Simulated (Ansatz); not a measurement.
# Ba on Rh(111): change of the work function, part 2 of 2

How does one ordered layer of Ba (fcc site) change the work function of Rh(111), and what dipole does each adsorbate carry?

Ansatz 0.2.0; plane-wave DFT, PBE, Ansatz PAW.

So far, work function, upper face (eV): step 2 (the clean slab) 5.17.

## (3) Adsorbate added

System of this step: Ba/Rh(111). The cell holds 17 atoms: 16 Rh and 1 Ba. Cell: a = 5.374 Å, b = 5.374 Å, c = 27.908 Å, α = 90.0°, β = 90.0°, γ = 60.0°. Vacuum lies along c.

The clean slab as it ended is repeated in the plane and the adsorbate is set on one face; the cell's size fixes the coverage, and the k-mesh shrinks with it to keep the sampling density about even. Adsorbate and upper layers relax, since the dipole depends on the height.

Input file input.yaml:

```yaml
crystal:
  lattice:
    - [5.374011537, -1.0e-10, 0.0]
    - [2.6870057685, 4.6540305112, 0.0]
    - [0.0, 0.0, 27.9076367638]
  atoms:
    - { symbol: Rh, position: [0.0, 0.0, 0.3224923728] }
    - { symbol: Rh, position: [0.1666666667, 0.1666666667, 0.4011063752] }
    - { symbol: Rh, position: [0.3333333333, 0.3333333333, 0.479585146] }
    - { symbol: Rh, position: [0.0, 0.0, 0.5580483437] }
    - { symbol: Rh, position: [0.0, 0.5, 0.3224923728] }
    - { symbol: Rh, position: [0.1666666667, 0.6666666667, 0.4011063752] }
    - { symbol: Rh, position: [0.3333333333, 0.8333333333, 0.479585146] }
    - { symbol: Rh, position: [0.0, 0.5, 0.5580483437] }
    - { symbol: Rh, position: [0.5, 0.0, 0.3224923728] }
    - { symbol: Rh, position: [0.6666666667, 0.1666666667, 0.4011063752] }
    - { symbol: Rh, position: [0.8333333333, 0.3333333333, 0.479585146] }
    - { symbol: Rh, position: [0.5, 0.0, 0.5580483437] }
    - { symbol: Rh, position: [0.5, 0.5, 0.3224923728] }
    - { symbol: Rh, position: [0.6666666667, 0.6666666667, 0.4011063752] }
    - { symbol: Rh, position: [0.8333333333, 0.8333333333, 0.479585146] }
    - { symbol: Rh, position: [0.5, 0.5, 0.5580483437] }
    - { symbol: Ba, position: [0.1666666667, 0.1666666667, 0.6775076272] }
kpoints:
  mp_grid: { grid: [6, 6, 1] }
hamiltonian:
  xc: pbe
scf:
  occupations: { method: fermi_dirac, width: 0.1 }
  convergence: { dr2_threshold: 1.0e-08 }
efield:
  axis: 3
  dipole_correction: true
  ramp_position: 0.97
  ramp_width: 0.06
relax:
  f_tol: 0.02
  max_steps: 60
  constraints: [{ sites: [0, 1, 4, 5, 8, 9, 12, 13] }]
output:
  dos: { projected: true, e_range: [-8, 4] }
  write_potential: true
  write_density: true
  volumetric_format: npy
  elf: true
```

The run is started by

```console
$ ansatz run input.yaml --threads 4 --pin off --max-ram 6144MiB --backend cpu --events-out ev --progress --plain --runs-dir out
```

Standard output:

```text
[...]
Crystal: 17 atoms, lattice volume = 697.993 Å³
Basis set: ecut = 420 eV, 13575 PW (Γ), exchange–correlation on 72×72×384 points (8 copies of the dense FFT grid, shifted against one another)
Bands: 170, of which v1, the nominal top of the filled ones, is band 141 counted from 1 (140 counted from 0)
Symmetry: 6 space group operations
[...]
k-points: 7 of 36 (time reversal used)
[...]
SCF iter   1: F=—  HF=-108390.994664 eV  |F-HF|=—  |Δ(HF+E_count)|=         —  Δρ=4.81e-3  dr2=2.47e0  ethr=1.77e-3  p=0.407 e·Å  D=1.06e-1 V/Å  ΔV_dip=-2.95 eV  dr2_dipole=1.51e0  V_vac-E_F(+/−)=2.07/5.01 eV  ⟨swp⟩=9.3  Hψ=5682  notcnv=0  defer=5
[...]
SCF iter  13: F=-108390.943739 eV  HF=-108390.943739 eV  |F-HF|=5.82e-11  |Δ(HF+E_count)|=   1.57e-9  Δρ=3.29e-7  dr2=1.67e-9  ethr=3.55e-12  p=0.345 e·Å  D=8.94e-2 V/Å  ΔV_dip=-2.50 eV  dr2_dipole=9.03e-11  V_vac-E_F(+/−)=2.69/5.18 eV  ⟨swp⟩=9.1  Hψ=7985  notcnv=0
SCF 1 converged in 13 iterations: F = -108390.943739 eV  dr2 = 1.67e-9
[...]
relax step   1: F+E_penalty+E_count = -108390.94373881 eV  Δ(F+E_penalty+E_count) = +0.000e0 eV  max|allowed force component| = 1.435e0 eV/Å  Δτ_max = 0.0000 Å  (13 SCF iters, accepted)
[...]
SCF iter   1: F=—  HF=-108391.301094 eV  |F-HF|=—  |Δ(HF+E_count)|=         —  Δρ=5.31e-3  dr2=2.04e0  ethr=6.70e-4  p=0.345 e·Å  D=8.94e-2 V/Å  ΔV_dip=-2.50 eV  dr2_dipole=4.38e-1  V_vac-E_F(+/−)=2.71/5.20 eV  ⟨swp⟩=1.0  Hψ=4234  notcnv=0  defer=12
[...]
eigensolver tolerance schedule calibrated: the retry pair's looser diagonalisation under-reported the residual by θ = 0.07 (0.11/decade); ethr = c·dr2/N_el runs at the constant in force after the calibration composes with the one it found (an armed cap, an earlier calibration), c = 8.5e-2
[...]
SCF iter   2: F=—  HF=-108391.271346 eV  |F-HF|=—  |Δ(HF+E_count)|=   2.97e-2  Δρ=1.96e-3  dr2=6.16e-2  ethr=6.11e-4  p=0.357 e·Å  D=9.27e-2 V/Å  ΔV_dip=-2.59 eV  dr2_dipole=7.31e-3  V_vac-E_F(+/−)=2.60/5.18 eV  ⟨swp⟩=2.3  Hψ=1252  notcnv=0  defer=12
[...]
SCF iter  12: F=-108391.266568 eV  HF=-108391.266568 eV  |F-HF|=1.63e-8  |Δ(HF+E_count)|=   4.29e-8  Δρ=5.24e-7  dr2=4.95e-9  ethr=3.00e-12  p=0.356 e·Å  D=9.23e-2 V/Å  ΔV_dip=-2.58 eV  dr2_dipole=7.03e-11  V_vac-E_F(+/−)=2.61/5.18 eV  ⟨swp⟩=15.0  Hψ=9742  notcnv=0
SCF 2 converged in 12 iterations: F = -108391.266568 eV  dr2 = 4.95e-9
[...]
relax step   2: F+E_penalty+E_count = -108391.26656781 eV  Δ(F+E_penalty+E_count) = -3.228e-1 eV  max|allowed force component| = 1.432e0 eV/Å  Δτ_max = 0.1952 Å  (12 SCF iters, accepted)
[...]
SCF iter  12: F=-108391.562188 eV  HF=-108391.562188 eV  |F-HF|=1.14e-8  |Δ(HF+E_count)|=   1.07e-7  Δρ=5.91e-7  dr2=7.37e-9  ethr=3.55e-12  p=0.378 e·Å  D=9.80e-2 V/Å  ΔV_dip=-2.74 eV  dr2_dipole=9.29e-10  V_vac-E_F(+/−)=2.44/5.17 eV  ⟨swp⟩=12.4  Hψ=10177  notcnv=0
SCF 3 converged in 12 iterations: F = -108391.562188 eV  dr2 = 7.37e-9
relax step   3: F+E_penalty+E_count = -108391.56218794 eV  Δ(F+E_penalty+E_count) = -2.956e-1 eV  max|allowed force component| = 1.258e0 eV/Å  Δτ_max = 0.1945 Å  (12 SCF iters, accepted)
[...]
relax step   4: F+E_penalty+E_count = -108391.77709378 eV  Δ(F+E_penalty+E_count) = -2.149e-1 eV  max|allowed force component| = 7.936e-1 eV/Å  Δτ_max = 0.1950 Å  (12 SCF iters, accepted)
[...]
relax step   5: F+E_penalty+E_count = -108391.86348802 eV  Δ(F+E_penalty+E_count) = -8.639e-2 eV  max|allowed force component| = 3.168e-1 eV/Å  Δτ_max = 0.1766 Å  (11 SCF iters, accepted)
[...]
relax step   6: F+E_penalty+E_count = -108391.87632154 eV  Δ(F+E_penalty+E_count) = -1.283e-2 eV  max|allowed force component| = 5.065e-2 eV/Å  Δτ_max = 0.0627 Å  (11 SCF iters, accepted)
[...]
relax step   7: F+E_penalty+E_count = -108391.87690886 eV  Δ(F+E_penalty+E_count) = -5.873e-4 eV  max|allowed force component| = 2.306e-2 eV/Å  Δτ_max = 0.0176 Å  (9 SCF iters, accepted)
SCF iter   1: F=—  HF=-108391.875454 eV  |F-HF|=—  |Δ(HF+E_count)|=         —  Δρ=1.97e-4  dr2=2.49e-3  ethr=9.01e-6  p=0.437 e·Å  D=1.13e-1 V/Å  ΔV_dip=-3.16 eV  dr2_dipole=6.82e-4  V_vac-E_F(+/−)=2.00/5.16 eV  ⟨swp⟩=2.0  Hψ=1785  notcnv=0  defer=12
[...]
SCF iter   7: F=-108391.876977 eV  HF=-108391.876977 eV  |F-HF|=1.06e-8  |Δ(HF+E_count)|=   4.28e-8  Δρ=4.56e-7  dr2=3.41e-9  ethr=3.55e-12  p=0.438 e·Å  D=1.13e-1 V/Å  ΔV_dip=-3.17 eV  dr2_dipole=4.92e-11  V_vac-E_F(+/−)=2.00/5.16 eV  ⟨swp⟩=12.0  Hψ=9975  notcnv=0
SCF 8 converged in 7 iterations: F = -108391.876977 eV  dr2 = 3.41e-9
relax step   8: F+E_penalty+E_count = -108391.87697701 eV  Δ(F+E_penalty+E_count) = -6.815e-5 eV  max|allowed force component| = 1.730e-3 eV/Å  Δτ_max = 0.0046 Å  (7 SCF iters, accepted)
NSCF: frozen V_eff on 7 k-points
[...]
SCF converged after 7 iterations
Free energy (F): -108391.876977 eV
[...]
Internal energy: -108390.988673 eV  (E = F + TS)
E sigma→0 (E₀):  -108391.432825 eV
Entropy (-TS):   -0.888304 eV (-52.253 meV/atom)
Fermi energy:    5.453722 eV
Dipole field:    D = 0.113451 V/Å  (p = 0.437620 e·Å, saw-weighted, corrected)
Work function:   Φ+ = 1.9963 eV   Φ− = 5.1625 eV
[...]
--- Forces (eV/Å), atoms counted from 1 ---
  atom   1  Rh     0.01538895     0.00888481     0.05615723
  atom   2  Rh     0.00000000     0.00000000     0.06315820
  atom   3  Rh    -0.00019667    -0.00011355    -0.00018595
  atom   4  Rh     0.00048608     0.00028064    -0.00025660
  atom   5  Rh    -0.00000000    -0.01776963     0.05615723
  atom   6  Rh     0.11055669    -0.06382994    -0.11146243
  atom   7  Rh     0.00000000     0.00022710    -0.00018595
  atom   8  Rh    -0.00000000    -0.00056127    -0.00025660
  atom   9  Rh    -0.01538895     0.00888481     0.05615723
  atom  10  Rh     0.00000000     0.12765987    -0.11146243
  atom  11  Rh     0.00019667    -0.00011355    -0.00018595
  atom  12  Rh    -0.00048608     0.00028064    -0.00025660
  atom  13  Rh     0.00000000    -0.00000000     0.10284190
  atom  14  Rh    -0.11055669    -0.06382994    -0.11146243
  atom  15  Rh     0.00000000     0.00000000     0.00172969
  atom  16  Rh     0.00000000    -0.00000000     0.00016202
  atom  17  Ba     0.00000000    -0.00000000    -0.00065711
  max |Σ_I F_I| component: 8.56e-6 eV/Å
--- Band table (eV; the first three rows and the last of 7) ---
  k-point 0: bands = [... 137 lower, 5.8070, 5.8983, 5.8983, 5.9189, 6.0783, 6.0783, 6.0865, 6.2361, ... 25 higher]
  k-point 1: bands = [... 137 lower, 5.6519, 5.6978, 5.7144, 5.7217, 5.8224, 5.8425, 5.8427, 5.9212, ... 25 higher]
  k-point 2: bands = [... 137 lower, 5.0100, 5.2027, 5.3182, 5.3533, 5.4090, 5.4726, 5.5053, 5.5188, ... 25 higher]
  k-point 6: bands = [... 137 lower, 5.1666, 5.1892, 5.1958, 5.2438, 5.2786, 5.5127, 5.5629, 5.6058, ... 25 higher]
--- Relaxed structure (8 steps of the walk, 8 accepted, 0 SCFs on fresh bases) ---
  F+E_penalty+E_count = -108391.87697701 eV   max|allowed force component| = 1.730e-3 eV/Å
  atoms:
    - { symbol: Rh, position: [-1.795949e-17, -1.795949e-17, 0.3224923728] }
    - { symbol: Rh, position: [0.166667, 0.166667, 0.4011063752] }
    - { symbol: Rh, position: [0.333673, 0.333673, 0.480478] }
    - { symbol: Rh, position: [-0.00274899, -0.00274899, 0.558740] }
    - { symbol: Rh, position: [0.0, 0.500000, 0.3224923728] }
    - { symbol: Rh, position: [0.166667, 0.666667, 0.4011063752] }
    - { symbol: Rh, position: [0.333673, 0.832655, 0.480478] }
    - { symbol: Rh, position: [-0.00274899, 0.505498, 0.558740] }
    - { symbol: Rh, position: [0.500000, -1.795949e-17, 0.3224923728] }
    - { symbol: Rh, position: [0.666667, 0.166667, 0.4011063752] }
    - { symbol: Rh, position: [0.832655, 0.333673, 0.480478] }
    - { symbol: Rh, position: [0.505498, -0.00274899, 0.558740] }
    - { symbol: Rh, position: [0.500000, 0.500000, 0.3224923728] }
    - { symbol: Rh, position: [0.666667, 0.666667, 0.4011063752] }
    - { symbol: Rh, position: [0.833333, 0.833333, 0.478143] }
    - { symbol: Rh, position: [0.500000, 0.500000, 0.562255] }
    - { symbol: Ba, position: [0.166667, 0.166667, 0.648316] }
```

Elapsed: 4.4 min, on 4 threads of Arm Neoverse V1, shared host; peak memory 2.8 GiB.

The steps of the relaxation:

| step | energy less that of the first step (eV) | largest force component (eV/Å) |
| --- | --- | --- |
| 1 | 0.0000 | 1.4349 |
| 2 | -0.3228 | 1.4320 |
| 3 | -0.6184 | 1.2577 |
| 4 | -0.8334 | 0.7936 |
| 5 | -0.9197 | 0.3168 |
| 6 | -0.9326 | 0.0506 |
| 7 | -0.9332 | 0.0231 |
| 8 | -0.9332 | 0.0017 |

Forces are held to the 6 operations that the program found; a distortion that breaks them can't arise in this run.

The atoms that moved most (Å):

| atom | dx | dy | dz | length |
| --- | --- | --- | --- | --- |
| Ba17 | 0.000 | 0.000 | -0.815 | 0.815 |
| Rh16 | 0.000 | 0.000 | 0.117 | 0.117 |
| Rh15 | 0.000 | 0.000 | -0.040 | 0.040 |
| Rh8 | 0.000 | 0.026 | 0.019 | 0.032 |
| Rh4 | -0.022 | -0.013 | 0.019 | 0.032 |
| Rh12 | 0.022 | -0.013 | 0.019 | 0.032 |
| Rh3 | 0.003 | 0.002 | 0.025 | 0.025 |
| Rh7 | 0.000 | -0.003 | 0.025 | 0.025 |

The relaxed structure:

```xyz
17
Lattice="5.3740 0.0000 0.0000 2.6870 4.6540 0.0000 0.0000 0.0000 27.9076" Properties=species:S:1:pos:R:3
Rh    0.0000    0.0000    9.0000
Rh    1.3435    0.7757   11.1939
Rh    2.6897    1.5529   13.4090
Rh   -0.0222   -0.0128   15.5931
Rh    1.3435    2.3270    9.0000
Rh    2.6870    3.1027   11.1939
Rh    4.0305    3.8752   13.4090
Rh    1.3435    2.3526   15.5931
Rh    2.6870    0.0000    9.0000
Rh    4.0305    0.7757   11.1939
Rh    5.3713    1.5529   13.4090
Rh    2.7092   -0.0128   15.5931
Rh    4.0305    2.3270    9.0000
Rh    5.3740    3.1027   11.1939
Rh    6.7175    3.8784   13.3438
Rh    4.0305    2.3270   15.6912
Ba    1.3435    0.7757   18.0930
```

Numbers from this step:

| Quantity | Value |
| --- | --- |
| energy at zero smearing | -108391.4328 eV |
| work function, upper face | 1.996 eV |
| work function, lower face | 5.162 eV |
| dipole along the normal | 0.4376 e·Å |
| step between the vacuum levels | -3.166 eV |

Running mean over 2.194 Å of the planar mean; the ramp of the sawtooth is left out. Electron's electrostatic potential energy less the Fermi level against z:

| z (Å) | electron's electrostatic potential energy less the Fermi level (eV) |
| --- | --- |
| 4 | 5.16 |
| 5 | 5.16 |
| 6 | 5.09 |
| 7 | 4.16 |
| 8 | -5.58 |
| 9 | -12.7 |
| 10 | -13.1 |
| 11 | -13.2 |
| 12 | -13.2 |
| 13 | -13.2 |
| 14 | -12.9 |
| 15 | -12.7 |
| 16 | -12.1 |
| 17 | -4.02 |
| 18 | -2.60 |
| 19 | -1.72 |
| 20 | 0.914 |
| 21 | 1.75 |
| 22 | 1.94 |
| 23 | 1.98 |
| 24 | 1.99 |

The density of states has structure finer than the step of the table below, so its rows give means over 0.25 eV. Peaks (eV: height): -2.770: 55.7, -2.650: 42.9, -2.290: 45.2, -2.050: 42.7, -1.530: 54.9, -0.210: 49.5, 0.270: 42.7.

The density of states by energy, zero at the Fermi level; means over each step:

energy (eV), density of states (states/eV a cell) and a bar:
```
    -7.75        0.0 
    -7.50        0.0 
    -7.25        0.8 #
    -7.00        0.9 #
    -6.75        1.0 #
    -6.50        1.1 #
    -6.25        1.5 #
    -6.00        3.8 ###
    -5.75        8.9 #######
    -5.50       20.0 ###############
    -5.25       23.4 ##################
    -5.00       28.9 ######################
    -4.75       23.0 ##################
    -4.50       23.6 ##################
    -4.25       21.2 ################
    -4.00       16.7 #############
    -3.75       23.0 ##################
    -3.50       19.7 ###############
    -3.25       22.7 ##################
    -3.00       28.3 ######################
    -2.75       38.9 ##############################
    -2.50       31.4 ########################
    -2.25       33.4 ##########################
    -2.00       26.3 ####################
    -1.75       17.3 #############
    -1.50       30.6 ########################
    -1.25       19.1 ###############
    -1.00       22.7 ##################
    -0.75       30.9 ########################
    -0.50       28.3 ######################
    -0.25       23.8 ##################
     0.00       28.8 ######################
     0.25       31.2 ########################
     0.50       29.1 ######################
     0.75       18.7 ##############
     1.00        9.8 ########
     1.25        4.0 ###
     1.50       11.0 ########
     1.75        9.4 #######
```

Projected DOS per atom over height of the atomic layer and energy from the Fermi level. Layers: Rh4 Rh4 Rh4 Rh4 Ba from below.

Values in states/eV, 22 rows by 5 columns, each cell a mean:
```
0.36 0.31 0.29 0.38 0.29
0.22 0.19 0.25 0.32 0.07
0.85 0.74 0.76 0.82 0.73
1.78 2.09 2.06 1.42 0.57
1.78 1.41 1.29 1.58 0.42
1.94 1.38 1.39 1.99 0.25
1.98 1.19 1.38 1.81 0.30
1.70 1.28 1.44 1.64 0.43
1.83 0.98 1.00 1.77 0.26
2.35 1.54 1.55 2.27 0.12
2.06 2.08 2.02 2.32 0.08
1.19 1.51 1.49 1.37 0.04
1.08 1.26 1.28 1.24 0.02
1.36 1.13 1.21 1.43 0.02
1.34 1.44 1.42 1.40 0.03
1.14 2.33 2.22 1.15 0.04
0.50 1.85 1.71 0.47 0.03
0.12 0.47 0.42 0.12 0.01
0.03 0.12 0.11 0.03 0.00
0.02 0.10 0.09 0.02 0.00
0.01 0.05 0.05 0.01 0.00
0.00 0.00 0.00 0.00 0.00
```
Columns: height of the atomic layer (Å) from 9 to 18.1 (not evenly spaced); rows upwards: energy from the Fermi level (eV) from -7.96 to 1.95.

Electrostatic potential energy in the ca plane at fractional y = 0.167, with atoms of Rh and Ba within 0.2 Å of it. With pseudopotentials it is smooth inside the atoms' cores, unlike the true potential.

Ten even steps from '0' (-50 eV) to '9' (9 eV), each cell a mean:
```
44799988999744689754799987788999999999999999
45799988999744789755799999999999999999999999
77898523689877899877899999999999999999999999
99996100179999999999999999999999999999999999
99995000069999999999999999999999999999999999
88997100279999999999999999999999999999999999
67898644789877899876899999999999999999999999
44799988999744689744799999899999999999999999
45799888999744789755799877778999999999999999
77898533689877899987899753357899999999999999
99996100179999999999998532235899999999999999
99995000069999999999998521125899999999999999
88997100279999999999998532235899999999999999
67898644799877899877899754457899999999999999
```
Columns run along c (16.0 Å, from fractional 0.32 to 0.89 of the cell; values clipped at the 3rd and 97th percentile), rows up along a (5.4 Å). Atoms in or near the plane, at fractional coordinates: Rh at (0.40, 0.17), Rh at (0.40, 0.67), Ba at (0.65, 0.17).

Valence density in the ca plane at fractional y = 0.167, with atoms of Rh and Ba within 0.2 Å of it. It is the smooth field of the valence electrons, not physical close to the nuclei.

Ten steps, logarithmic in the rise over the least value, from '0' (0 e/Å³) to '9' (13 e/Å³), each cell a mean:
```
65422233222455433455431122321000000000000000
55422233222455433455421111100000000000000000
43323566532344322344321000000000000000000000
22224799742222221222211000000000000000000000
22225899852222211222211000000000000000000000
33224788742233222233211000000000000000000000
44323466432344322344321000000000000000000000
55422233222455433455421111110000000000000000
55422333222455432455422223321000000000000000
44323566532344322333322345543100000000000000
22224799742222221222222454454200000000000000
22225899852222211222222453354210000000000000
33224788742222222222222454454200000000000000
44323465432344322344322344543100000000000000
```
Columns run along c (16.0 Å, from fractional 0.32 to 0.89 of the cell), rows up along a (5.4 Å). Atoms in or near the plane, at fractional coordinates: Rh at (0.40, 0.17), Rh at (0.40, 0.67), Ba at (0.65, 0.17).

ELF in the ca plane at fractional y = 0.167, with atoms of Rh and Ba within 0.2 Å of it. It is the smooth field of the valence electrons, not physical close to the nuclei.

Ten even steps from '0' (0.00) to '9' (0.86), each cell a mean:
```
54322222222354322344332247875210111100000000
44322222222344322344322111221000111000000000
32222455422233222223223210000000110000000000
22223788632222222222333321000001110000000000
33323788732332222233333321100011110000000000
22223688632222222222233221000001110000000000
33222354322233222233322210000000111000000000
44322222222344322344332112331100111000000000
44322223222344322344332258885311111100000000
32222455422233222222222599998521111100000000
22223788632222222222323883389731111100000000
33323788732332222223323860069741111100000000
22223688632222222222322784489731111100000000
33222354322233222233322599998521111100000000
```
Columns run along c (16.0 Å, from fractional 0.32 to 0.89 of the cell), rows up along a (5.4 Å). Atoms in or near the plane, at fractional coordinates: Rh at (0.40, 0.17), Rh at (0.40, 0.67), Ba at (0.65, 0.17).

The relaxation took 8 steps and lowered the energy by 0.93 eV; the largest force on the free atoms ends at 0.0017 eV/Å.

By hand: a sheet of dipoles makes a step −p/(ε₀A) in the electron's potential. With e/ε₀ = 180.95 V·Å, p = 0.4376 e·Å and A = 25.01 Å², that is −180.95 × (0.4376) / 25.01 = -3.166 eV, and the two vacuum levels of the run differ by -3.166 eV.

The covered face has 2.00 eV, -3.17 eV against the clean one; the bare back face has moved by -0.01 eV, a measure of how thin the slab is.

## (4) Work function against coverage

This step: plane-wave DFT, PBE, Ansatz PAW; work function against coverage (Ansatz 0.2.0).

The runs are now put side by side.

This step gave:

```
work function of the clean face     : 5.167 eV
largest change of the work function : -3.171 eV
```

Table of work function of the covered face by coverage:

| coverage (adsorbates/nm²) | work function of the covered face (eV) |
| --- | --- |
| 0.00 | 5.17 |
| 4.00 | 2.00 |

The dipole per adsorbate comes from the change of the cell's dipole. Coverage, by row:

| coverage (1/nm²) | coverage (ML) | work function (eV) | change (eV) | dipole per adsorbate, positive end outwards (debye) | mean height of the added atoms over the highest substrate atom (Å) |
| --- | --- | --- | --- | --- | --- |
| 3.998 | 0.25 | 1.996 | -3.171 | 2.101 | 2.402 |

## (5) What came out

```
work function of the clean face                        : 5.17 eV
work function at 0.25 ML                               : 2.00 eV
dipole per adsorbate at 0.25 ML, positive end outwards : 2.10 D
```

In words: Ba lowers the work function of Rh(111) at the lowest coverage, by 3.17 eV: the adsorbate layer has its positive end outwards. One coverage alone was completed, so no trend follows. The slab has 4 layers, at the tabulated experimental lattice constant, one starting site was run, and quantum-size effects of a slab this thin can reach one or two tenths of an eV.

[Long decimals in the printed logs are rounded to 6 places.]

[Logs are printed without paths, hosts, clocks, repeated set-up lines and the standing remarks that a program may print on its own settings, such as how far it seeks lower states.]

[Hosts, paths, dates, database ids (printed as entryN), source tags and the programs' standing remarks are cut or masked in the printed files.]

[Maps of the electrostatic potential energy from Ansatz leave out the sawtooth potential of an applied field or a dipole correction, so their vacuum need not be flat; planar profiles and work functions include it.]
